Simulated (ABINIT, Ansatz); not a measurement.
## Converging GW for YVO4 (I4_1/amd) in ABINIT

Aim: raise bands and screening cutoff together for YVO4 (I4_1/amd) and follow gap and time.

Method: LDA and many-body steps on it, plane waves, in ABINIT 10.8.3.

## (1) Set-up

Symmetry: I4_1/amd, No. 141, tetragonal system. Conventional cell: a = 7.118 Å, b = 7.118 Å, c = 6.289 Å, α = 90.00°, β = 90.00°, γ = 90.00°. Nearest to Y lie 8 O at 2.30 to 2.43 Å. Nearest to V lie 4 O at 1.71 Å. Nearest to O lie 1 V at 1.71 Å and 2 Y at 2.30 to 2.43 Å. Farther neighbours and most contacts between anions are not listed.

Structure file:

```cif
data_structure
_symmetry_space_group_name_H-M 'P 1'
_symmetry_Int_Tables_number 1
_cell_length_a 5.9350
_cell_length_b 5.9350
_cell_length_c 5.9350
_cell_angle_alpha 106.304
_cell_angle_beta 106.304
_cell_angle_gamma 116.009
_cell_volume 159.34
loop_
_atom_site_label
_atom_site_type_symbol
_atom_site_fract_x
_atom_site_fract_y
_atom_site_fract_z
_atom_site_occupancy
Y1 Y 0.75000 0.25000 0.50000 1
Y2 Y 0.00000 0.00000 0.00000 1
V3 V 0.50000 0.50000 0.00000 1
V4 V 0.25000 0.75000 0.50000 1
O5 O 0.51000 0.32580 0.18420 1
O6 O 0.07580 0.39160 0.31580 1
O7 O 0.14160 0.32580 0.81580 1
O8 O 0.07580 0.76000 0.68420 1
O9 O 0.24000 0.92420 0.31580 1
O10 O 0.67420 0.49000 0.81580 1
O11 O 0.60840 0.92420 0.68420 1
O12 O 0.67420 0.85840 0.18420 1
```

The cell and positions come from the Crystallography Open Database and are kept as given unless a step says otherwise.

## (2) Empty states on the mesh, 4×4×4 mesh, 283 bands

This step: ABINIT 10.8.3; DFT, LDA, plane waves, norm-conserving pseudopotentials.

The sums over transitions need many empty states on a uniform mesh; this step solves for them.

run.abi

```
acell 3*1.0 Angstrom
rprim 
  -3.559150000000 3.559150000000 3.144650000000
  3.559150000000 -3.559150000000 3.144650000000
  3.559150000000 3.559150000000 -3.144650000000
ntypat 3
znucl 39 23 8
natom 12
typat 1 1 2 2 3 3 3 3 3 3 3 3
xred 
  0.750000000000 0.250000000000 0.500000000000
  0.000000000000 0.000000000000 0.000000000000
  0.500000000000 0.500000000000 0.000000000000
  0.250000000000 0.750000000000 0.500000000000
  0.510000000000 0.325800000000 0.184200000000
  0.075800000000 0.391600000000 0.315800000000
  0.141600000000 0.325800000000 0.815800000000
  0.075800000000 0.760000000000 0.684200000000
  0.240000000000 0.924200000000 0.315800000000
  0.674200000000 0.490000000000 0.815800000000
  0.608400000000 0.924200000000 0.684200000000
  0.674200000000 0.858400000000 0.184200000000
pp_dirpath "pseudos"
pseudos "Y.upf, V.upf, O.upf"
ecut 38
ngkpt 4 4 4
nshiftk 1
shiftk 0 0 0
kptopt 1
chksymbreak 0
iscf -2
irdden 1
istwfk *1
nband 283
nbdbuf 24
tolwfr 1e-09
nstep 60
prtvol 0
indata_prefix "in"
outdata_prefix "out"
tmpdata_prefix "tmp"
```

Started as:

```console
OMP_NUM_THREADS=1 mpirun -n 8 abinit run.abi > log
```

Numbers of over 12 decimals in the logs are rounded to 6 here.

The program printed:

```text
.Version 10.8.3 of ABINIT. v10.8.2 released Aug 2026.

 Symmetries : space group I4_1/a m d (#141); Bravais tI (body-center tetrag.)
[... echo of the input left out ...]
== DATASET  1 ==================================================================
-   mpi_nproc: 8, omp_nthreads: 1 (-1 if OMP is not activated)
-    --> not optimal distribution: autoparal keyword recommended in input file <--

--- !DatasetInfo
iteration_state: {dtset: 1, }
dimensions: {natom: 12, nkpt: 13, mband: 283, nsppol: 1, nspinor: 1, nspden: 1, mpw: 12062, }
[...]
2.46573    2.46864    2.46864    2.48853    2.50728    2.50860    2.51265    2.52450
   2.52450    2.53006    2.53006    2.53930    2.56055    2.56669    2.56679    2.58631
   2.58702    2.61065    2.61717
 prteigrs : prtvol=0 or 1, do not print more k-points.

== END DATASET(S) ==============================================================
================================================================================

 -outvars: echo values of variables after computation  --------
            nband         283
             nkpt          13
          spgroup         141
 [... the other variables as echoed above ...]

 Calculation completed.
```

Run time: 6 min. Hardware: 8 MPI ranks of Arm Neoverse V2, shared host; peak memory 1.4 GiB.

This step gave:

* gap: 2.875 eV
* k of the valence top: 0, 0, 0
* k of the conduction bottom: 0, 0, 0
* least direct gap: 2.875 eV
* k points computed: 13
* lowest point of the top converged band, above the valence top: 62.4817 eV

On this mesh the gap is 2.875 eV.

The density comes from a self-consistent run that is not shown.

## (3) Screening, 4×4×4 mesh, 74 bands, screening to 51.7 eV

The RPA dielectric matrix is built and inverted for each q.

This step: RPA screening on LDA, plane waves, norm-conserving pseudopotentials.

Edit run.abi of step 2 so:

```diff
@@ -30,10 +30,11 @@
 chksymbreak 0
-iscf -2
-irdden 1
 istwfk *1
-nband 283
-nbdbuf 24
-tolwfr 1e-09
-nstep 60
-prtvol 0
+occopt 1
+irdwfk 1
+optdriver 3
+nband 74
+ecuteps 1.9
+inclvkb 2
+awtr 1
+symchi 1
 indata_prefix "in"
```

The program printed:

```text
.Version 10.8.3 of ABINIT. v10.8.2 released Aug 2026.

 Symmetries : space group I4_1/a m d (#141); Bravais tI (body-center tetrag.)
[... echo of the input left out ...]
== DATASET  1 ==================================================================
-   mpi_nproc: 8, omp_nthreads: 1 (-1 if OMP is not activated)

--- !DatasetInfo
iteration_state: {dtset: 1, }
dimensions: {natom: 12, nkpt: 13, mband: 74, nsppol: 1, nspinor: 1, nspden: 1, mpw: 12062, }
cutoff_energies: {ecut:  38.0, pawecutdg:  -1.0, }
electrons: {nelect:   9.60000000E+01, charge:   0.00000000E+00, occopt:   1.00000000E+00, tsmear:   1.00000000E-02, }

 SCREENING: Calculation of the susceptibility and dielectric matrices

 Based on a program developped by R.W. Godby, V. Olevano, G. Onida, and L. Reining.
 Incorporated in ABINIT by V. Olevano, G.-M. Rignanese, and M. Torrent.
.Using double precision arithmetic ; gwpc =  8

[... cell and pseudopotentials left out ...]
--------------------------------------------------------------------------------

 ==== K-mesh for the wavefunctions ====
 Number of points in the irreducible wedge :    13
[... list of points left out ...]
 Together with 16 symmetry operations and time-reversal symmetry
 yields    64 points in the full Brillouin Zone.

 ==== Q-mesh for the screening function ====
 Number of points in the irreducible wedge :    13
[... list of points left out ...]
 Together with 16 symmetry operations and time-reversal symmetry
 yields    64 points in the full Brillouin Zone.

 setmesh: FFT mesh size selected  =    36x   36x   36
          total number of points  =        46656

 vcoul_init : cutoff-mode = AUXILIARY_FUNCTION
 q-points for optical limit:   1
     1)      0.000010    0.000020    0.000030

- screening: taking advantage of time-reversal symmetry
- Maximum band index for partially occupied states nbvw = 48
- Remaining bands to be divided among processors   nbcw = 26
- Number of bands treated by each node ~3

 Number of electrons calculated from density =   96.0000; Expected =   96.0000
 average of density, n =  0.089279
 r_s =    1.3880
 omega_plasma =   28.8224 [eV]

 calculating chi0 at frequencies [eV] :
  1    0.000000E+00    0.000000E+00
  2    0.000000E+00    2.882242E+01

--------------------------------------------------------------------------------
  q-point number  1        q = ( 0.000000, 0.000000, 0.000000) [r.l.u.]
--------------------------------------------------------------------------------
[... chi0 elements left out ...]
 For q-point:  0.000010 0.000020 0.000030
  dielectric constant =   3.7139
  dielectric constant without local fields =   4.5093

  Average fulfillment of the sum rule on Im[epsilon] for q-point    1 :     20.05  [%]
[... wings left out ...]
  q-point number  2        q = ( 0.250000, 0.000000, 0.000000) [r.l.u.]
--------------------------------------------------------------------------------
[... chi0 elements left out ...]
  Average fulfillment of the sum rule on Im[epsilon] for q-point    2 :     30.11  [%]

 [... 11 further q-points ...]
```

The job ended after 98 s (8 MPI ranks; peak memory 6.3 GiB).

Numbers from this step:

```
ε∞ with local fields, on this mesh, along the program's q direction : 3.714
the same without local fields                                       : 4.509
plasma frequency                                                    : 28.82 eV
plane waves in the screening matrix                                 : 139
```

Local fields lower ε∞ by 18 %.

## (4) 74 bands, 51.7 eV

The self-energy is evaluated for the states that the input lists, and the levels follow from it, in one-shot runs by the linearised quasiparticle equation.

This step: G0W0 on LDA, plane waves, norm-conserving pseudopotentials.

Edit run.abi of step 3 so:

```diff
@@ -33,8 +33,15 @@
 irdwfk 1
-optdriver 3
+optdriver 4
 nband 74
+gwcalctyp 0
+ecutsigx 38
+symsigma 1
+nkptgw 1
+kptgw 
+  0.0000000000 0.0000000000 0.0000000000
+bdgw 
+  46 50
 ecuteps 1.9
-inclvkb 2
-awtr 1
-symchi 1
+irdscr 1
+ppmodel 1
 indata_prefix "in"
```

The program printed:

```text
.Version 10.8.3 of ABINIT. v10.8.2 released Aug 2026.

 Symmetries : space group I4_1/a m d (#141); Bravais tI (body-center tetrag.)
[... echo of the input left out ...]
== DATASET  1 ==================================================================
-   mpi_nproc: 8, omp_nthreads: 1 (-1 if OMP is not activated)

--- !DatasetInfo
iteration_state: {dtset: 1, }
dimensions: {natom: 12, nkpt: 13, mband: 74, nsppol: 1, nspinor: 1, nspden: 1, mpw: 12062, }
cutoff_energies: {ecut:  38.0, pawecutdg:  -1.0, }
electrons: {nelect:   9.60000000E+01, charge:   0.00000000E+00, occopt:   1.00000000E+00, tsmear:   1.00000000E-02, }

 SIGMA: Calculation of the GW corrections

 Based on a program developped by R.W. Godby, V. Olevano, G. Onida, and L. Reining.
 Incorporated in ABINIT by V. Olevano, G.-M. Rignanese, and M. Torrent.
.Using double precision arithmetic ; gwpc =  8

[... cell and pseudopotentials left out ...]
--------------------------------------------------------------------------------

 ==== K-mesh for the wavefunctions ====
 Number of points in the irreducible wedge :    13
[... list of points left out ...]
 Together with 16 symmetry operations and time-reversal symmetry
 yields    64 points in the full Brillouin Zone.

 ==== Q-mesh for screening function ====
 Number of points in the irreducible wedge :    13
[... list of points left out ...]
 Together with 16 symmetry operations and time-reversal symmetry
 yields    64 points in the full Brillouin Zone.

 vcoul_init : cutoff-mode = AUXILIARY_FUNCTION
 q-points for optical limit:   1
     1)      0.000010    0.000020    0.000030
 setmesh: FFT mesh size selected  =    60x   60x   60
          total number of points  =       216000

 Number of electrons calculated from density =   96.0000; Expected =   96.0000
 average of density, n =  0.089279
 r_s =    1.3880
 omega_plasma =   28.8224 [eV]

 === KS Band Gaps ===
  >>>> For spin  1
   Minimum direct gap =   2.8750 [eV], located at k-point      :   0.0000  0.0000  0.0000
   Fundamental gap    =   2.8750 [eV], Top of valence bands at :   0.0000  0.0000  0.0000
                                       Bottom of conduction at :   0.0000  0.0000  0.0000
 SIGMA fundamental parameters:
 PLASMON POLE MODEL  1
 number of plane-waves for SigmaX                12033
 number of plane-waves for SigmaC and W            139
 number of plane-waves for wavefunctions         12033
 number of bands                                    74
 number of independent spin polarizations            1
 number of spinorial components                      1
 number of k-points in IBZ                          13
 number of q-points in IBZ                          13
 number of symmetry operations                      16
 number of k-points in BZ                           64
 number of q-points in BZ                           64
 number of frequencies for dSigma/dE                 9
 frequency step for dSigma/dE [eV]                0.25
 number of omega for Sigma on real axis              0
 max omega for Sigma on real axis  [eV]           0.00
 zcut for avoiding poles [eV]                     0.10

 EPSILON^-1 parameters (SCR file):
 dimension of the eps^-1 matrix on file            139
 dimension of the eps^-1 matrix used               139
 number of plane-waves for wavefunctions         12033
 number of bands                                    74
 number of q-points in IBZ                          13
 number of frequencies                               2
 number of real frequencies                          1
 number of imag frequencies                          1

 matrix elements of self-energy operator (all in [eV])

 Perturbative Calculation

--- !SelfEnergy_ee
iteration_state: {dtset: 1, }
kpoint     : [   0.000,    0.000,    0.000, ]
spin       : 1
KS_gap     :    2.875
QP_gap     :    5.807
Delta_QP_KS:    2.932
data: !SigmaeeData |
     Band     E0 <VxcDFT>   SigX SigC(E0)      Z dSigC/dE  Sig(E)    E-E0       E
       46   2.703 -19.235 -24.331   4.784   0.760  -0.316 -19.472  -0.236   2.467
       47   2.703 -19.235 -24.331   4.784   0.760  -0.316 -19.472  -0.236   2.467
       48   3.108 -19.463 -24.612   4.767   0.757  -0.321 -19.753  -0.289   2.818
       49   5.983 -20.102 -13.084  -3.626   0.779  -0.283 -17.460   2.643   8.626
       50   6.715 -22.451 -14.739  -3.980   0.760  -0.315 -19.613   2.839   9.553

== END DATASET(S) ==============================================================
================================================================================

 -outvars: echo values of variables after computation  --------
           etotal      0.0000000000E+00
            nband          74
             nkpt          13
          spgroup         141
 [... the other variables as echoed above ...]

 Calculation completed.
```

Elapsed: 6 s, on 8 MPI ranks; peak memory 3.5 GiB; 47 s of CPU time.

This step gave:

```
G0W0 gap on the points computed              : 5.808 eV
starting gap on the mesh                     : 2.875 eV
k of the valence top                         : 0, 0, 0
k of the conduction bottom                   : 0, 0, 0
Z at the valence top                         : 0.757
Z at the conduction bottom                   : 0.779
least direct G0W0 gap on the computed points : 5.808 eV
```

The gap on the mesh goes from 2.87 eV to 5.81 eV, a correction of +2.93 eV.

## (5) Screening, 4×4×4 mesh, 134 bands, screening to 98 eV

This step: RPA screening on LDA, plane waves, norm-conserving pseudopotentials.

Edit run.abi of step 4 so:

```diff
@@ -33,15 +33,8 @@
 irdwfk 1
-optdriver 4
-nband 74
-gwcalctyp 0
-ecutsigx 38
-symsigma 1
-nkptgw 1
-kptgw 
-  0.0000000000 0.0000000000 0.0000000000
-bdgw 
-  46 50
-ecuteps 1.9
-irdscr 1
-ppmodel 1
+optdriver 3
+nband 134
+ecuteps 3.6
+inclvkb 2
+awtr 1
+symchi 1
 indata_prefix "in"
```

The program printed:

```text
.Version 10.8.3 of ABINIT. v10.8.2 released Aug 2026.

 Symmetries : space group I4_1/a m d (#141); Bravais tI (body-center tetrag.)
[... echo of the input left out ...]
== DATASET  1 ==================================================================
-   mpi_nproc: 8, omp_nthreads: 1 (-1 if OMP is not activated)

--- !DatasetInfo
iteration_state: {dtset: 1, }
dimensions: {natom: 12, nkpt: 13, mband: 134, nsppol: 1, nspinor: 1, nspden: 1, mpw: 12062, }
cutoff_energies: {ecut:  38.0, pawecutdg:  -1.0, }
electrons: {nelect:   9.60000000E+01, charge:   0.00000000E+00, occopt:   1.00000000E+00, tsmear:   1.00000000E-02, }

 SCREENING: Calculation of the susceptibility and dielectric matrices

 Based on a program developped by R.W. Godby, V. Olevano, G. Onida, and L. Reining.
 Incorporated in ABINIT by V. Olevano, G.-M. Rignanese, and M. Torrent.
.Using double precision arithmetic ; gwpc =  8

[... cell and pseudopotentials left out ...]
--------------------------------------------------------------------------------

 ==== K-mesh for the wavefunctions ====
 Number of points in the irreducible wedge :    13
[... list of points left out ...]
 Together with 16 symmetry operations and time-reversal symmetry
 yields    64 points in the full Brillouin Zone.

 ==== Q-mesh for the screening function ====
 Number of points in the irreducible wedge :    13
[... list of points left out ...]
 Together with 16 symmetry operations and time-reversal symmetry
 yields    64 points in the full Brillouin Zone.

 setmesh: FFT mesh size selected  =    36x   36x   36
          total number of points  =        46656

 vcoul_init : cutoff-mode = AUXILIARY_FUNCTION
 q-points for optical limit:   1
     1)      0.000010    0.000020    0.000030

- screening: taking advantage of time-reversal symmetry
- Maximum band index for partially occupied states nbvw = 48
- Remaining bands to be divided among processors   nbcw = 86
- Number of bands treated by each node ~10

 Number of electrons calculated from density =   96.0000; Expected =   96.0000
 average of density, n =  0.089279
 r_s =    1.3880
 omega_plasma =   28.8224 [eV]

 calculating chi0 at frequencies [eV] :
  1    0.000000E+00    0.000000E+00
  2    0.000000E+00    2.882242E+01

--------------------------------------------------------------------------------
  q-point number  1        q = ( 0.000000, 0.000000, 0.000000) [r.l.u.]
--------------------------------------------------------------------------------
[... chi0 elements left out ...]
 For q-point:  0.000010 0.000020 0.000030
  dielectric constant =   4.0304
  dielectric constant without local fields =   4.9138

  Average fulfillment of the sum rule on Im[epsilon] for q-point    1 :     40.12  [%]
[... wings left out ...]
  q-point number  2        q = ( 0.250000, 0.000000, 0.000000) [r.l.u.]
--------------------------------------------------------------------------------
[... chi0 elements left out ...]
  Average fulfillment of the sum rule on Im[epsilon] for q-point    2 :     51.24  [%]

 [... 11 further q-points ...]
```

Run time: 5.1 min. Hardware: 8 MPI ranks; peak memory 7.1 GiB; 41 min of CPU time.

This step gave:

| Property | Result |
| --- | --- |
| ε∞ with local fields, on this mesh, along the program's q direction | 4.030 |
| the same without local fields | 4.914 |
| plasma frequency | 28.82 eV |
| plane waves in the screening matrix | 349 |

[end of part 1 of 2]

[Paths, hosts, dates, memory and timing lines, banners, echoed tables and standing remarks are left out of the program output.]

[Logs are printed without paths, hosts, clocks, repeated set-up lines and the standing remarks that a program may print on its own settings, such as how far it seeks lower states.]

[Runs of the session that timed out or met a known fault of the program may be left out.]

[Hosts, paths, dates, database ids (printed as entryN), source tags and the programs' standing remarks are cut or masked in the printed files.]

[G0W0 gaps are taken among the corrected bands and points alone; a level outside them can change the order at an edge.]

[Where Ansatz stands beside ABINIT at settings called matched, ABINIT's density can come from a denser mesh and the files from another edition; pairs whose starting gaps differed by over 0.03 eV were left out, so agreement reads better than it is.]
